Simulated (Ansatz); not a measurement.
**SiC (Moissanite, P6_3mc): phonons against volume**

Which modes of SiC (Moissanite) drive its thermal expansion?

Calculated with Ansatz 0.2.0; DFT LDA, scalar-relativistic, plane waves, PAW; PAW set soft_1.

### 1. The starting structure

The structure is hexagonal, space group P6_3mc (No. 186). The conventional cell has a = 3.076 Å, b = 3.076 Å, c = 5.048 Å, α = 90.00°, β = 90.00°, γ = 120.00°. Nearest to Si lie 4 C at 1.87 to 1.94 Å. C has 4 Si at 1.87 to 1.94 Å nearest. Farther neighbours are not listed.

As a file:

```cif
data_structure
_symmetry_space_group_name_H-M 'P6_3mc'
_symmetry_Int_Tables_number 186
_cell_length_a 3.0760
_cell_length_b 3.0760
_cell_length_c 5.0480
_cell_angle_alpha 90.000
_cell_angle_beta 90.000
_cell_angle_gamma 120.000
_cell_volume 41.36
loop_
_atom_site_label
_atom_site_type_symbol
_atom_site_symmetry_multiplicity
_atom_site_Wyckoff_symbol
_atom_site_fract_x
_atom_site_fract_y
_atom_site_fract_z
_atom_site_occupancy
Si1 Si 2 b 0.33333 0.66667 0.00000 1
C1 C 2 b 0.33333 0.66667 0.38500 1
```

### 2. A first coarse run

A cheap single point shows whether the cell is a metal or an insulator and how far it is from rest; that sets the k-mesh and the occupations of what follows.

Contents of input.yaml:

```yaml
crystal:
  lattice:
    - [3.076, 0.0, 0.0]
    - [-1.538, 2.663894142, 0.0]
    - [0.0, 0.0, 5.048]
  atoms:
    - { symbol: Si, position: [0.3333333333, 0.6666666667, 0.0] }
    - { symbol: Si, position: [0.6666666667, 0.3333333333, 0.5] }
    - { symbol: C, position: [0.3333333333, 0.6666666667, 0.385] }
    - { symbol: C, position: [0.6666666667, 0.3333333333, 0.885] }
kpoints:
  mp_grid: { grid: [6, 6, 4] }
hamiltonian:
  xc: lda
  pseudopotentials: { kind: paw, azcp: { folder: soft_1 }, xc_functional: pbe }
scf:
  occupations: { method: gaussian, width: 0.1 }
  lower_state_search: "off"
output:
  forces: true
  stress: true
  eigenvalues: true
```

On the command line:

```bash
$ ansatz run input.yaml --threads 18 --pin off --max-ram 92160MiB --backend cuda --events-out ev --progress --plain --runs-dir out --max-vram 78GiB
```

Numbers of over 12 decimals in the logs are rounded to 6 here.

Output:

```text
Engine: ansatz 0.2.0, aarch64-unknown-linux-gnu
Pseudopotentials: kind: paw
Pseudopotential: Si, paw, valence charge 4, recommended cutoff 420 eV (normal), soft_1/Si.paw.azcp
Pseudopotential: C, paw, valence charge 4, recommended cutoff 420 eV (normal), soft_1/C.paw.azcp
Functional definition: SPW92
  exchange = slater_x
  correlation = pw_c
device memory: the entry about to start is reckoned to put 0.7 GiB on a device that reports 177.0 GiB free (of which the cap on the GPU budget leaves the run 78.0 GiB)
GPU FFT provider: cuFFT
GPU libraries: cuBLAS 13.8.1, cuFFT 12.4.0, cuSOLVER 12.3.2
GPU matrix products: emulated (plane waves: as basis.precision tells), large ones in fixed point in workspaces of 1.00 GiB
Crystal: 4 atoms, lattice volume = 41.364 Å³
Basis set: ecut = 420 eV, 785 PW (Γ)
Bands: 12, of which v1, the nominal top of the filled ones, is band 8 counted from 1 (7 counted from 0)
Symmetry: 12 space group operations
Space group: P63mc (ITA 186), of the structure as read, at distance tolerance 3.5e-5 Å
k-points: 21 of 144 (time reversal used)
Non-local potential: Si, projectors of the file, l = 0: 2, l = 1: 2, l = 2: 1
Non-local potential: C, projectors of the file, l = 0: 2, l = 1: 2, l = 2: 1
PAW form: soft (Blöchl's): semilocal exchange-correlation on the pseudo side does not see the compensation charge
PAW frozen core: Si, regenerated for the run's functional, and the local potential with it (the file was generated under x = pbe(κ = 0.804, μ = 0.219515), c = pbe(β = 0.066725))
PAW frozen core: C, regenerated for the run's functional, and the local potential with it (the file was generated under x = pbe(κ = 0.804, μ = 0.219515), c = pbe(β = 0.066725))
PAW one-centre angular grid: Si, 110 points (default); XC on 64 Gauss nodes
PAW one-centre angular grid: C, 110 points (default); XC on 64 Gauss nodes
Initial density: superposition of atomic densities (chi_scale 0.1, normalization cell, long waves kept (reshape's long-wave potential 0.00 eV rms))
Initial wavefunctions: pseudopotential atomic-orbital guess
GPU buffer pool allocated for 20736 grid points (all kernels)
GPU transforms: local potential and band sums: pruned to the plane-wave sphere, on 24×24×36
Functional: x = slater, c = lda
SCF iter   1: F=—  HF=-1707.464326 eV  |F-HF|=—  |Δ(HF+E_count)|=         —  Δρ=1.38e-1  dr2=9.61e0  ethr=3.10e-3  ⟨swp⟩=5.3  Hψ=1699  notcnv=0
preconditioner: auto → none  [insulator: Δε(μ)=4.371 eV  Ē_g=12.717 eV  σ=0.100 eV  W_gap=1.00  n_scr=2 (ndim 8)  ℏωp=23.1 eV  f_vac=0.000  D(μ)=0.00/eV (n_scr^D=0)  ε∞_Penn≈4.3]
SCF iter   2: F=—  HF=-1704.560901 eV  |F-HF|=—  |Δ(HF+E_count)|=    2.90e0  Δρ=5.00e-2  dr2=6.74e-1  ethr=3.10e-3  ⟨swp⟩=3.9  Hψ=819  notcnv=0
SCF iter   3: F=—  HF=-1704.362564 eV  |F-HF|=—  |Δ(HF+E_count)|=   1.98e-1  Δρ=1.87e-2  dr2=7.58e-2  ethr=3.10e-3  ⟨swp⟩=2.9  Hψ=648  notcnv=0
SCF iter   4: F=—  HF=-1704.345667 eV  |F-HF|=—  |Δ(HF+E_count)|=   1.69e-2  Δρ=1.34e-3  dr2=4.61e-4  ethr=4.74e-4  ⟨swp⟩=1.8  Hψ=286  notcnv=0
SCF iter   5: F=—  HF=-1704.345746 eV  |F-HF|=—  |Δ(HF+E_count)|=   7.91e-5  Δρ=1.56e-4  dr2=3.18e-6  ethr=2.88e-6  ⟨swp⟩=2.2  Hψ=409  notcnv=0
SCF iter   6: F=—  HF=-1704.345704 eV  |F-HF|=—  |Δ(HF+E_count)|=   4.25e-5  Δρ=2.42e-5  dr2=1.73e-7  ethr=6.25e-10  ⟨swp⟩=7.5  Hψ=1851  notcnv=0
SCF iter   7: F=-1704.345704 eV  HF=-1704.345704 eV  |F-HF|=8.66e-10  |Δ(HF+E_count)|=   3.88e-8  Δρ=3.19e-6  dr2=2.32e-9  ethr=6.25e-10  ⟨swp⟩=4.7  Hψ=864  notcnv=0
SCF 1 converged in 7 iterations: F = -1704.345704 eV  dr2 = 2.32e-9
  greatest PAW one-centre occupation: 0.640 electrons in one spin orbital (limit 2), on the C atom at site 3 (counted from 0), in its partial waves of l = 0
SCF converged after 7 iterations
Free energy (F): -1704.345704 eV
Harris-Foulkes:  -1704.345704 eV  (|F-HF|=8.66e-10)
Internal energy: -1704.345704 eV  (E = F + TS)
E sigma→0 (E₀):  -1704.345704 eV
Fermi energy:    10.650113 eV
--- Per-component energies (eV) ---
  E_band       = 54.182644
  E_kinetic    = 266.864895
  E_local      = -196.480820  (includes V_loc(G=0)·N_el)
  E_nonlocal   = 94.308802
  E_hartree    = 64.170641
  E_xc         = -209.812236
  E_vxc        = -217.486038  (∫ρ·V_xc dr)
  E_paw        = -1155.120524  (= ΣΔE_a)
  E_vpaw       = -21.365168  (= ΣTr[D̂ρ^β])
  E_aug_tail   = 0.000096  (compensation charges beyond the density's cutoff)
  E_ewald      = -568.570884
  E_core_change = 0.294327  (= ΣΔE_core)
  E_smearing   = -0.000000  (= −TS)
  E_closure    = -0.000000  (closes the sum)
  Σ components = -1704.345704   (vs F -1704.345704, Δ=0.00e0)
--- Forces (eV/Å), atoms counted from 1 ---
  atom   1  Si    -0.00000000    -0.00000000     0.72558342
  atom   2  Si     0.00000000     0.00000000     0.72558342
  atom   3  C     -0.00000000    -0.00000000    -0.72560664
  atom   4  C      0.00000000     0.00000000    -0.72560664
  max |Σ_I F_I| component: 4.64e-5 eV/Å
--- Stress (GPa, compression-positive) ---
       -2.514442      -0.000000       0.000000
        0.000000      -2.514442       0.000000
        0.000000       0.000000      -6.900888
  P = ⅓ Tr σ = -3.9766 GPa (-39.766 kbar)
--- Band table (eV; the first three rows and the last of 21) ---
  k-point 0: bands = [... 4 lower, 7.9932, 9.2738, 9.2738, 9.5468, 14.1221, 15.5609, 15.9471, 15.9471]
  k-point 1: bands = [... 4 lower, 8.1573, 8.1573, 9.0594, 9.0594, 14.3969, 16.0699, 16.0699, 16.3040]
  k-point 2: bands = [... 4 lower, 8.5833, 8.5833, 8.5833, 8.5833, 15.1871, 15.1871, 16.6185, 16.6185]
  k-point 20: bands = [... 4 lower, 3.6579, 3.6579, 7.7922, 7.7922, 14.3057, 14.3057, 15.4005, 15.4005]
```

Elapsed: 0.71 s, on 1 × NVIDIA GB200 with 18 threads of Arm Neoverse V2, shared host; peak memory 0.97 GiB.

The column dr2 measures how far the density is from self-consistency, as an energy; F and HF (Harris–Foulkes) agree once it is small.

A gap read on the k-mesh alone can miss the band edges.

Numbers from this step:

```
pressure          : -3.977 GPa
gap on the k-mesh : 2.210 eV
volume per atom   : 10.34 Å³/atom
```

Force by atom:

```csv
atom,x (eV/Å),y (eV/Å),z (eV/Å),size
Si1,0.000,0.000,0.726,0.726
Si2,0.000,0.000,0.726,0.726
C3,0.000,0.000,-0.726,0.726
C4,0.000,0.000,-0.726,0.726
```

The start is under -4.0 GPa at this level and looks like an insulator or semiconductor on this mesh.

### 3. A loose first relaxation

The start is far from rest, so a relaxation with loose thresholds first brings it near the minimum.

input.yaml, as its differences from that of step 2:

```diff
@@ -11,3 +11,3 @@
 kpoints:
-  mp_grid: { grid: [6, 6, 4] }
+  mp_grid: { grid: [9, 9, 4] }
 hamiltonian:
@@ -22 +22,6 @@
   eigenvalues: true
+relax:
+  adjacent_minimum: "off"
+  f_tol: 0.05
+  max_steps: 80
+  cell: { stress_tol: 0.5 }
```

Output:

```text
[...]
Crystal: 4 atoms, lattice volume = 41.364 Å³
Basis set: ecut = 420 eV, 785 PW (Γ)
Bands: 12, of which v1, the nominal top of the filled ones, is band 8 counted from 1 (7 counted from 0)
Symmetry: 12 space group operations
[...]
k-points: 36 of 324 (time reversal used)
[...]
SCF iter   1: F=—  HF=-1707.467502 eV  |F-HF|=—  |Δ(HF+E_count)|=         —  Δρ=1.38e-1  dr2=9.59e0  ethr=3.10e-3  ⟨swp⟩=5.3  Hψ=2934  notcnv=0
[...]
SCF iter   2: F=—  HF=-1704.571584 eV  |F-HF|=—  |Δ(HF+E_count)|=    2.90e0  Δρ=5.01e-2  dr2=6.78e-1  ethr=3.10e-3  ⟨swp⟩=4.1  Hψ=1412  notcnv=0
[...]
SCF iter   7: F=-1704.356026 eV  HF=-1704.356026 eV  |F-HF|=2.24e-9  |Δ(HF+E_count)|=   4.75e-8  Δρ=4.22e-6  dr2=4.69e-9  ethr=6.25e-10  ⟨swp⟩=4.8  Hψ=1508  notcnv=0
SCF 1 converged in 7 iterations: F = -1704.356026 eV  dr2 = 4.69e-9
[...]
relax step   1: F+E_penalty+E_count = -1704.35602613 eV  Δ(F+E_penalty+E_count) = +0.000e0 eV  max|allowed force component| = 7.317e-1 eV/Å  Δτ_max = 0.0000 Å  P = -3.975 GPa  Ω = 41.364 Å³  (7 SCF iters, dr2 threshold 1.00e-7 eV, accepted)
[...]
Crystal: 4 atoms, lattice volume = 40.950 Å³
[...]
iter 1 solved again at ethr=3.03e-5 eV; its pass at ethr=3.10e-3 eV (dr2=4.86e-3 eV) is discarded
[...]
SCF iter   2: F=—  HF=-1704.385433 eV  |F-HF|=—  |Δ(HF+E_count)|=   1.56e-3  Δρ=1.01e-3  dr2=3.12e-4  ethr=2.91e-5  ⟨swp⟩=2.0  Hψ=669  notcnv=0
[...]
SCF iter   5: F=-1704.385287 eV  HF=-1704.385287 eV  |F-HF|=8.75e-10  |Δ(HF+E_count)|=   2.03e-8  Δρ=6.50e-6  dr2=6.20e-9  ethr=2.50e-9  ⟨swp⟩=5.9  Hψ=2576  notcnv=0
SCF 2 converged in 5 iterations: F = -1704.385287 eV  dr2 = 6.20e-9
[...]
relax step   2: F+E_penalty+E_count = -1704.38528678 eV  Δ(F+E_penalty+E_count) = -2.926e-2 eV  max|allowed force component| = 4.338e-1 eV/Å  Δτ_max = 0.0124 Å  P = -1.823 GPa  Ω = 40.950 Å³  energy of the carried Pulay correction = +5.220e-4 eV  (5 SCF iters, dr2 threshold 4.00e-7 eV, accepted)
[...]
Crystal: 4 atoms, lattice volume = 40.378 Å³
[...]
SCF iter   5: F=-1704.398112 eV  HF=-1704.398112 eV  |F-HF|=1.83e-9  |Δ(HF+E_count)|=   1.08e-6  Δρ=9.99e-6  dr2=1.76e-8  ethr=2.50e-9  ⟨swp⟩=7.0  Hψ=2554  notcnv=0
SCF 3 converged in 5 iterations: F = -1704.398112 eV  dr2 = 1.76e-8
[...]
relax step   3: F+E_penalty+E_count = -1704.39811219 eV  Δ(F+E_penalty+E_count) = -1.283e-2 eV  max|allowed force component| = 1.657e-1 eV/Å  Δτ_max = 0.0129 Å  P = +1.217 GPa  Ω = 40.378 Å³  energy of the carried Pulay correction = +1.252e-3 eV  (5 SCF iters, dr2 threshold 4.00e-7 eV, accepted)
[...]
relax step   4: F+E_penalty+E_count = -1704.40243679 eV  Δ(F+E_penalty+E_count) = -4.325e-3 eV  max|allowed force component| = 1.865e-3 eV/Å  Δτ_max = 0.0023 Å  P = +0.041 GPa  Ω = 40.580 Å³  energy of the carried Pulay correction = +9.928e-4 eV  (4 SCF iters, dr2 threshold 4.00e-7 eV, accepted)
[...]
SCF iter   1: F=—  HF=-1704.401565 eV  |F-HF|=—  |Δ(HF+E_count)|=         —  Δρ=7.14e-5  dr2=4.69e-7  ethr=5.06e-8  ⟨swp⟩=3.8  Hψ=4536  notcnv=0
[...]
SCF iter   2: F=—  HF=-1704.401505 eV  |F-HF|=—  |Δ(HF+E_count)|=   5.92e-5  Δρ=3.54e-5  dr2=1.04e-7  ethr=2.93e-9  ⟨swp⟩=1.7  Hψ=520  notcnv=0
[...]
SCF iter   4: F=-1704.401505 eV  HF=-1704.401505 eV  |F-HF|=4.27e-11  |Δ(HF+E_count)|=   2.79e-9  Δρ=8.94e-7  dr2=1.49e-10  ethr=2.50e-11  ⟨swp⟩=5.6  Hψ=2240  notcnv=0
SCF 5 converged in 4 iterations: F = -1704.401505 eV  dr2 = 1.49e-10
relax step   5: F+E_penalty+E_count = -1704.40150542 eV  Δ(F+E_penalty+E_count) = +9.314e-4 eV  max|allowed force component| = 1.776e-3 eV/Å  Δτ_max = 0.0000 Å  P = +0.003 GPa  Ω = 40.580 Å³  stress off target by 6.80e-2 GPa  SCF on the basis re-selected at this cell (its energy is not comparable with the rows above)  (4 SCF iters)
basis re-selected at this cell: Δ(F+E_penalty+E_count) = +9.314e-4 eV, ΔP = -0.038 GPa vs the last step (what re-selecting the basis moved, of the pressure what is left beyond the Pulay correction that the steps carried, after the strain that the cell walked since its last selection, with what the two solves' SCF thresholds leave and, on support functions, any second-order correction that the steps lacked; it is no m [...]
SCF converged after 4 iterations
Free energy (F): -1704.401505 eV
[...]
Internal energy: -1704.401505 eV  (E = F + TS)
E sigma→0 (E₀):  -1704.401505 eV
Fermi energy:    10.706474 eV
[...]
--- Forces (eV/Å), atoms counted from 1 ---
  atom   1  Si    -0.00000000    -0.00000000     0.00177726
  atom   2  Si     0.00000000     0.00000000     0.00177726
  atom   3  C      0.00000000    -0.00000000    -0.00177387
  atom   4  C      0.00000000     0.00000000    -0.00177387
  max |Σ_I F_I| component: 6.78e-6 eV/Å
--- Stress (GPa, compression-positive) ---
       -0.030006      -0.000000       0.000000
       -0.000000      -0.030006      -0.000000
        0.000000      -0.000000       0.067952
  P = ⅓ Tr σ = 0.0026 GPa (0.026 kbar)
--- Band table (eV; the first three rows and the last of 36) ---
  k-point 0: bands = [... 4 lower, 8.3115, 9.5295, 9.6392, 9.6392, 14.5522, 16.0441, 16.3117, 16.3117]
  k-point 1: bands = [... 4 lower, 8.4810, 8.4810, 9.4162, 9.4162, 14.8296, 16.4297, 16.4297, 16.7451]
  k-point 2: bands = [... 4 lower, 8.9220, 8.9220, 8.9220, 8.9220, 15.6265, 15.6265, 16.9933, 16.9933]
  k-point 35: bands = [... 4 lower, 3.8723, 3.8723, 7.8901, 7.8901, 14.7540, 14.7540, 15.5863, 15.5863]
--- Relaxed structure (4 steps of the walk, 4 accepted, 1 SCFs on fresh bases) ---
  F+E_penalty+E_count = -1704.40150542 eV   max|allowed force component| = 1.776e-3 eV/Å   (the final SCF, on the basis selected at the relaxed cell)
  cell:  # Å, volume = 40.5798 Å³
    - [3.056687, 0.0, 0]
    - [-1.528344, 2.647169, 0]
    - [0, 0, 5.015070]
  atoms:
    - { symbol: Si, position: [0.333333, 0.666667, 0.00456291] }
    - { symbol: Si, position: [0.666667, 0.333333, 0.504563] }
    - { symbol: C, position: [0.333333, 0.666667, 0.380437] }
    - { symbol: C, position: [0.666667, 0.333333, 0.880437] }
```

Wall time 2 s (1 × NVIDIA GB200 with 18 threads); peak memory 1 GiB.

Relaxation path:

```csv
step,energy less that of the first step (eV),largest force component (eV/Å),pressure (GPa),volume (Å³)
1,0.0000,0.7317,-3.97,41.36
2,-0.0293,0.4338,-1.82,40.95
3,-0.0421,0.1657,1.22,40.38
4,-0.0464,0.0019,0.04,40.58
5*,-0.0455,0.0018,0.00,40.58
```

Relaxation steps marked * repeat the geometry before them on a plane-wave basis chosen anew for their cell, so energy and pressure can jump there.

The run keeps the 12 symmetry operations that it works with, so distortions that break them were not tested.

```csv
"conventional cell, symmetrised",before,after,change
a (Å),3.076,3.057,-0.6 %
b (Å),3.076,3.057,-0.6 %
c (Å),5.048,5.015,-0.7 %
volume (Å³/atom),10.34,10.14,-1.9 %
```

The atoms that moved most (Å, as changes of fractional coordinates times the final cell):

```csv
atom,dx,dy,dz,length
Si2,0.000,0.000,0.023,0.023
C3,0.000,0.000,-0.023,0.023
C4,0.000,0.000,-0.023,0.023
Si1,0.000,0.000,0.023,0.023
```

Numbers from this step:

```
pressure          : 0.002647 GPa
gap on the k-mesh : 2.135 eV
volume per atom   : 10.14 Å³/atom
```

The relaxation ends with a largest force component of 0.0018 eV/Å and a pressure of 0.00 GPa.

### 4. Relaxation

The vibrations must be taken about the equilibrium of this functional, not about the starting cell, so the structure is relaxed.

Contents of input.yaml:

```yaml
crystal:
  lattice:
    - [3.0566873021, 0.0, 0.0]
    - [-1.528343651, 2.647168855, 0.0]
    - [0.0, 0.0, 5.0150696363]
  atoms:
    - { symbol: Si, position: [0.3333333333, 0.6666666667, 0.0045629124] }
    - { symbol: Si, position: [0.6666666667, 0.3333333333, 0.5045629124] }
    - { symbol: C, position: [0.3333333333, 0.6666666667, 0.3804370876] }
    - { symbol: C, position: [0.6666666667, 0.3333333333, 0.8804370876] }
kpoints:
  mp_grid: { grid: [12, 12, 6] }
hamiltonian:
  xc: lda
  pseudopotentials: { kind: paw, azcp: { folder: soft_1 }, xc_functional: pbe }
scf:
  occupations: { method: gaussian, width: 0.02 }
  lower_state_search: "off"
output:
  forces: true
  stress: true
  eigenvalues: true
relax:
  adjacent_minimum: "off"
  f_tol: 0.005
  max_steps: 80
  cell: { stress_tol: 0.05 }
```

Output:

```text
[...]
GPU FFT provider: cuFFT
GPU libraries: cuBLAS 13.8.1, cuFFT 12.4.0, cuSOLVER 12.3.2
[...]
Crystal: 4 atoms, lattice volume = 40.580 Å³
Basis set: ecut = 420 eV, 785 PW (Γ)
Bands: 12, of which v1, the nominal top of the filled ones, is band 8 counted from 1 (7 counted from 0)
Symmetry: 12 space group operations
[...]
--- Relaxed structure (2 steps of the walk, 2 accepted, 1 SCFs on fresh bases) ---
[...]
cell:  # Å, volume = 40.5800 Å³
    - [3.056310, -2.886391422128085e-11, 0]
    - [-1.528155, 2.646842, 0]
    - [0, 0.0, 5.016334]
  atoms:
    - { symbol: Si, position: [0.333333, 0.666667, 0.00460279] }
    - { symbol: Si, position: [0.666667, 0.333333, 0.504603] }
    - { symbol: C, position: [0.333333, 0.666667, 0.380397] }
    - { symbol: C, position: [0.666667, 0.333333, 0.880397] }
[key lines of the parts left out:]
SCF converged after 4 iterations
Free energy (F): -1704.401406 eV
Fermi energy:    10.705801 eV
P = ⅓ Tr σ = 0.0022 GPa (0.022 kbar)
```

Run time: 1.8 s. Hardware: 1 × NVIDIA GB200 with 18 threads; peak memory 1 GiB.

Little changed from the start: no atom moved by 0.005 Å and no cell edge by 0.1 %.

Numbers from this step:

```yaml
pressure: 0.002153 GPa
gap_on_the_k_mesh: 2.130 eV
```

### 5. Relaxing to small residual forces and stress

The thresholds are tightened for a last relaxation ahead of the phonons, and where mesh or smearing change with them the cell follows.

input.yaml, the sections that differ from step 4:

```yaml
crystal:
  lattice:
    - [3.0563096963, 0.0, 0.0]
    - [-1.5281548481, 2.6468418388, 0.0]
    - [0.0, 0.0, 5.016333559]
  atoms:
    - { symbol: Si, position: [0.3333333333, 0.6666666667, 0.0046027949] }
    - { symbol: Si, position: [0.6666666667, 0.3333333333, 0.5046027949] }
    - { symbol: C, position: [0.3333333333, 0.6666666667, 0.3803972051] }
    - { symbol: C, position: [0.6666666667, 0.3333333333, 0.8803972051] }
scf:
  occupations: { method: fixed }
  lower_state_search: "off"
relax:
  adjacent_minimum: "off"
  f_tol: 0.001
  max_steps: 60
  cell: { stress_tol: 0.01 }
# kpoints, hamiltonian, output: as in step 4
```

Output:

```text
[...]
GPU FFT provider: cuFFT
GPU libraries: cuBLAS 13.8.1, cuFFT 12.4.0, cuSOLVER 12.3.2
[...]
Crystal: 4 atoms, lattice volume = 40.580 Å³
Basis set: ecut = 420 eV, 785 PW (Γ)
Bands: 12, of which v1, the nominal top of the filled ones, is band 8 counted from 1 (7 counted from 0)
Symmetry: 12 space group operations
[...]
--- Relaxed structure (2 steps of the walk, 2 accepted, 1 SCFs on fresh bases) ---
[...]
cell:  # Å, volume = 40.5802 Å³
    - [3.056433, -2.8868690329895987e-11, 0]
    - [-1.528217, 2.646949, 0]
    - [0.0, 0, 5.015950]
  atoms:
    - { symbol: Si, position: [0.333333, 0.666667, 0.00459213] }
    - { symbol: Si, position: [0.666667, 0.333333, 0.504592] }
    - { symbol: C, position: [0.333333, 0.666667, 0.380408] }
    - { symbol: C, position: [0.666667, 0.333333, 0.880408] }
[key lines of the parts left out:]
SCF converged after 4 iterations
Free energy (F): -1704.401407 eV
Fermi energy:    9.640136 eV
P = ⅓ Tr σ = 0.0009 GPa (0.009 kbar)
```

It took 1.7 s on 1 × NVIDIA GB200 with 18 threads; peak memory 0.93 GiB.

Little changed from the start: no atom moved by 0.005 Å and no cell edge by 0.1 %.

Numbers from this step:

```yaml
pressure: 9.03e-4 GPa
gap_on_the_k_mesh: 2.132 eV
volume_per_atom: 10.15 Å³/atom
```

The residual pressure is 9.0e-4 GPa, small enough for phonons.

(Continued in part 2 of 4.)

[Logs are printed without paths, hosts, clocks, repeated set-up lines and the standing remarks that a program may print on its own settings, such as how far it seeks lower states.]

[Hosts, paths, dates, database ids (printed as entryN), source tags and the programs' standing remarks are cut or masked in the printed files.]

[A step with changed settings may run another functional than the one named; its input shows which.]


